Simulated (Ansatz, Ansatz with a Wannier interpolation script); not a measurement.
Rows from a G0W0 calculation on AlN (P6_3mc) (Ansatz 0.2.0; G0W0 on LDA, plane waves, PAW; 9×9×4 mesh, 192 empty bands, screening to 160 eV), in eV. Spin-orbit coupling is left out.

The database entry behind the starting cell differs from later determinations by our own check (inner coordinate u about 0.002 short), so it need not match the best structure at ambient conditions.

```
row  k  band   start       Σx  Σc at the solution      Vxc
  A  Γ    v2   6.636  -21.648               2.977  -17.840
  B  Γ    c2  13.370   -8.056              -4.520  -13.656
  C  Γ    v1   6.815  -21.749               2.958  -17.983
  D  Γ    v6   0.804  -19.729               4.552  -14.121
  E  Γ    v4   5.982  -21.643               3.171  -17.569
  F  Γ    c1  11.052   -9.950              -3.984  -14.777
```

Question: Work out each quasiparticle level and how far it moved.

The quasiparticle equation reads E = start + Σx + Σc(E) − Vxc.

```
row  E (eV)  shift (eV)
  A   5.806      −0.830
  B  14.450      +1.080
  C   6.007      −0.808
  D  -0.252      −1.056
  E   5.080      −0.902
  F  11.895      +0.843
```

The gap over the computed points goes from 4.24 eV to 5.89 eV.

Limits: not at the basis limit.

[Paths, hosts, dates, memory and timing lines, banners, echoed tables and standing remarks are left out of the program output.]

[Logs are printed without paths, hosts, clocks, repeated set-up lines and the standing remarks that a program may print on its own settings, such as how far it seeks lower states.]

[Runs of the session that timed out or met a known fault of the program may be left out.]

[Hosts, paths, dates, database ids (printed as entryN), source tags and the programs' standing remarks are cut or masked in the printed files.]
